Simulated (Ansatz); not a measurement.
# The perfect W wire along [111], 24 atoms a period, part 2 of 2

What gap, if any, does the W wire along [111], 24 atoms a period have, and how many channels would it open?

Ansatz 0.2.0; DFT PBE, plane waves, PAW; relaxation of a wire's period; PAW set soft_1 (the session's first sound run).

So far: Set-up; Relaxation of atoms and period.

## (2) Relaxation of atoms and period (continued)

Step by step:

| step | energy less that of the first step (eV) | largest force component (eV/Å) | pressure (GPa) | volume (Å³) |
| --- | --- | --- | --- | --- |
| 1 | 0.0000 | 1.6848 | -5.10 | 911.97 |
| 2 | -0.3443 | 1.9989 | 4.67 | 880.94 |
| 3 | -1.1525 | 0.8044 | 0.29 | 896.73 |
| 4 | -1.3607 | 0.2065 | -0.37 | 896.38 |
| 5 | -1.3428 | 0.2696 | 0.03 | 898.22 |
| 6 | -1.3839 | 0.0208 | -0.05 | 896.51 |
| 7* | -1.3806 | 0.0207 | -0.05 | 896.51 |

Relaxation steps marked * repeat the geometry before them on a plane-wave basis chosen anew for their cell, so energy and pressure can jump there. Relaxation step 5 was tried and not accepted.

Forces are held to the 2 operations that the run works with; a distortion that breaks them can't arise in this run.

| cell as run | before | after | change |
| --- | --- | --- | --- |
| c (Å) | 2.745 | 2.699 | -1.7 % |

The atoms that moved most (Å, along periodic axes as changes of fractional coordinates times the final cell, across vacuum about the mean position):

| atom | dx | dy | dz | length |
| --- | --- | --- | --- | --- |
| W13 | 0.127 | 0.073 | -0.128 | 0.195 |
| W24 | -0.127 | -0.073 | 0.128 | 0.195 |
| W7 | 0.016 | 0.142 | 0.062 | 0.156 |
| W10 | -0.016 | -0.142 | -0.062 | 0.156 |
| W5 | 0.130 | -0.058 | 0.063 | 0.155 |
| W12 | -0.130 | 0.058 | -0.063 | 0.155 |
| W18 | -0.019 | -0.009 | -0.044 | 0.049 |
| W2 | 0.019 | 0.009 | 0.044 | 0.049 |

Numbers from this step:

```
energy at zero smearing    : -249237.1451 eV
cell length along the wire : 2.699 Å
```

The cell's length comes to 2.699 Å with spin left out.

## (3) The wire at its relaxed period

This step: DFT PBE, plane waves, PAW; bands of a perfect wire; PAW set soft_1 (Ansatz 0.2.0).

At the relaxed period the bands are computed along the axis; those that cross an energy going forward count the channels that a perfect wire would open there.

input.yaml reads:

```yaml
crystal:
  lattice:
    - [18.008, 0.0, 0.0]
    - [0.0, 18.447, 0.0]
    - [0.0, 0.0, 2.6987589051]
  atoms:
    - { symbol: W, position: [0.190948112, 0.465331869, 0.997543416] }
    - { symbol: W, position: [0.314329249, 0.675866717, 0.016417484] }
    - { symbol: W, position: [0.438483377, 0.465356812, 0.995920887] }
    - { symbol: W, position: [0.561837267, 0.676517093, 0.997294377] }
    - { symbol: W, position: [0.196000457, 0.602094807, 0.356641018] }
    - { symbol: W, position: [0.312372355, 0.394265224, 0.322638991] }
    - { symbol: W, position: [0.438653246, 0.192023689, 0.356256096] }
    - { symbol: W, position: [0.436414132, 0.607439972, 0.333477429] }
    - { symbol: W, position: [0.563566015, 0.392577577, 0.333189238] }
    - { symbol: W, position: [0.561326901, 0.80799386, 0.310410571] }
    - { symbol: W, position: [0.687607792, 0.605752325, 0.344027675] }
    - { symbol: W, position: [0.80397969, 0.397922742, 0.310025649] }
    - { symbol: W, position: [0.195871707, 0.328600272, 0.619289334] }
    - { symbol: W, position: [0.31239034, 0.535954072, 0.669529467] }
    - { symbol: W, position: [0.43814288, 0.323500456, 0.669372289] }
    - { symbol: W, position: [0.436751249, 0.744862724, 0.650481523] }
    - { symbol: W, position: [0.56149677, 0.534660737, 0.67074578] }
    - { symbol: W, position: [0.685650898, 0.324150832, 0.650249183] }
    - { symbol: W, position: [0.685185266, 0.743969278, 0.668876195] }
    - { symbol: W, position: [0.809032035, 0.53468568, 0.669123251] }
    - { symbol: W, position: [0.314794881, 0.256048271, 0.997790472] }
    - { symbol: W, position: [0.563228898, 0.255154825, 0.016185144] }
    - { symbol: W, position: [0.687589807, 0.464063477, 0.9971372] }
    - { symbol: W, position: [0.80410844, 0.671417277, 0.047377333] }
kpoints:
  mp_grid: { grid: [1, 1, 30] }
  band_path: { path: ["Γ", Z], npoints: 90 }
scf:
  occupations: { method: fermi_dirac, width: 0.05 }
hamiltonian:
  xc: pbe
  pseudopotentials: { kind: paw, azcp: { folder: soft_1 } }
output:
  dos: { e_range: [-5, 4] }
  write_potential: true
  write_density: true
  volumetric_format: npy
```

The run is started by

```sh
> ansatz run input.yaml --threads 4 --pin off --max-ram 16384MiB --backend cpu --events-out ev --progress --plain --runs-dir out
```

Numbers of over 12 decimals in the logs are rounded to 6 here.

The log of the run:

```text
[...]
Crystal: 24 atoms, lattice volume = 896.510 Å³
Basis set: ecut = 420 eV, 17597 PW (Γ)
Bands: 202, of which v1, the nominal top of the filled ones, is band 168 counted from 1 (167 counted from 0)
Symmetry: 2 space group operations
[...]
k-points: 16 of 30
[...]
SCF iter   1: F=—  HF=-249251.230638 eV  |F-HF|=—  |Δ(HF+E_count)|=         —  Δρ=4.79e-2  dr2=1.28e2  ethr=3.10e-3  ⟨swp⟩=9.9  Hψ=16146  notcnv=0  defer=20
[...]
SCF iter  11: F=-249237.222866 eV  HF=-249237.222866 eV  |F-HF|=1.24e-8  |Δ(HF+E_count)|=   3.15e-7  Δρ=1.49e-6  dr2=2.95e-8  ethr=2.98e-11  ⟨swp⟩=15.7  Hψ=11514  notcnv=0
SCF 1 converged in 11 iterations: F = -249237.222866 eV  dr2 = 2.95e-8
[...]
NSCF: frozen V_eff on 91 k-points
WARN: The output density's exchange-correlation potential varies sharply where the density is thin. Do not read a vacuum level from v_tot or v_xc, or from such a field of the output density. On a cell that repeats whose density bears no net charge and no dipole along the vacuum's axis use v_es (v_loc + v_h of the components); under efield.dipole_correction with no amplitude use v_es + v_field, which holds any externa [...]
SCF converged after 11 iterations
Free energy (F): -249237.222866 eV
[...]
Internal energy: -249237.067284 eV  (E = F + TS)
E sigma→0 (E₀):  -249237.145075 eV
Entropy (-TS):   -0.155581 eV (-6.483 meV/atom)
Fermi energy:    6.979206 eV
[...]
--- Band table (eV; the first three rows and the last of 16) ---
  k-point 0: bands = [... 164 lower, 6.5296, 6.6321, 6.7114, 6.7205, 6.8351, 6.8749, 7.3111, 7.4273, ... 30 higher]
  k-point 1: bands = [... 164 lower, 6.5224, 6.6194, 6.6437, 6.7344, 6.8228, 6.8537, 7.2684, 7.3991, ... 30 higher]
  k-point 2: bands = [... 164 lower, 6.4307, 6.5190, 6.5722, 6.7080, 6.7685, 6.7946, 7.1557, 7.3102, ... 30 higher]
  k-point 15: bands = [... 164 lower, 7.5139, 7.5213, 7.6198, 7.6987, 7.7327, 7.8211, 7.9270, 7.9391, ... 30 higher]
```

Wall time 3.6 min (4 threads of Intel Xeon Platinum 8375C at 2.90GHz (Ice Lake), shared host); peak memory 8.4 GiB.

Reading the cycles: dr2 is the Hartree energy of the density residual (eV), the measure of convergence; HF is the Harris–Foulkes estimate of the energy, which meets the free energy F at convergence.

This step gave:

```yaml
band_gap: 0 eV
```

The electronic bands at the labelled points (eV, zero at the Fermi level; # counts the bands kept):

| point | #45 | #46 | #47 | #48 | #49 | #50 | #51 | #52 |
| --- | --- | --- | --- | --- | --- | --- | --- | --- |
| Γ | -0.27 | -0.26 | -0.14 | -0.10 | 0.33 | 0.45 | 0.60 | 0.63 |
| halfway | -0.56 | -0.52 | -0.46 | -0.45 | -0.34 | -0.06 | -0.02 | 0.12 |
| Z | 0.64 | 0.72 | 0.75 | 0.84 | 0.95 | 0.96 | 1.01 | 1.15 |

Between Γ and Z the bands cross the Fermi level 20 times, so a perfect wire would conduct at least 20 G₀, with spin left out.

## (4) What came out

| Quantity | Value |
| --- | --- |
| cell length, PBE | 2.699 Å |
| ballistic conductance by band crossings, a lower bound, PBE | 20 G₀ |

What this shows: Under PBE the cell's length is 2.70 Å, and the bands cross the Fermi level 20 times between Γ and Z, which gives a perfect wire at least 20 G₀ (opposite crossings within one step of the path cancel in such a count). No spin was allowed, though thin wires with open d shells can turn magnetic. Spin-orbit coupling is left out, which matters for the bands of heavy atoms.

[Logs are printed without paths, hosts, clocks, repeated set-up lines and the standing remarks that a program may print on its own settings, such as how far it seeks lower states.]

[Hosts, paths, dates, database ids (printed as entryN), source tags and the programs' standing remarks are cut or masked in the printed files.]
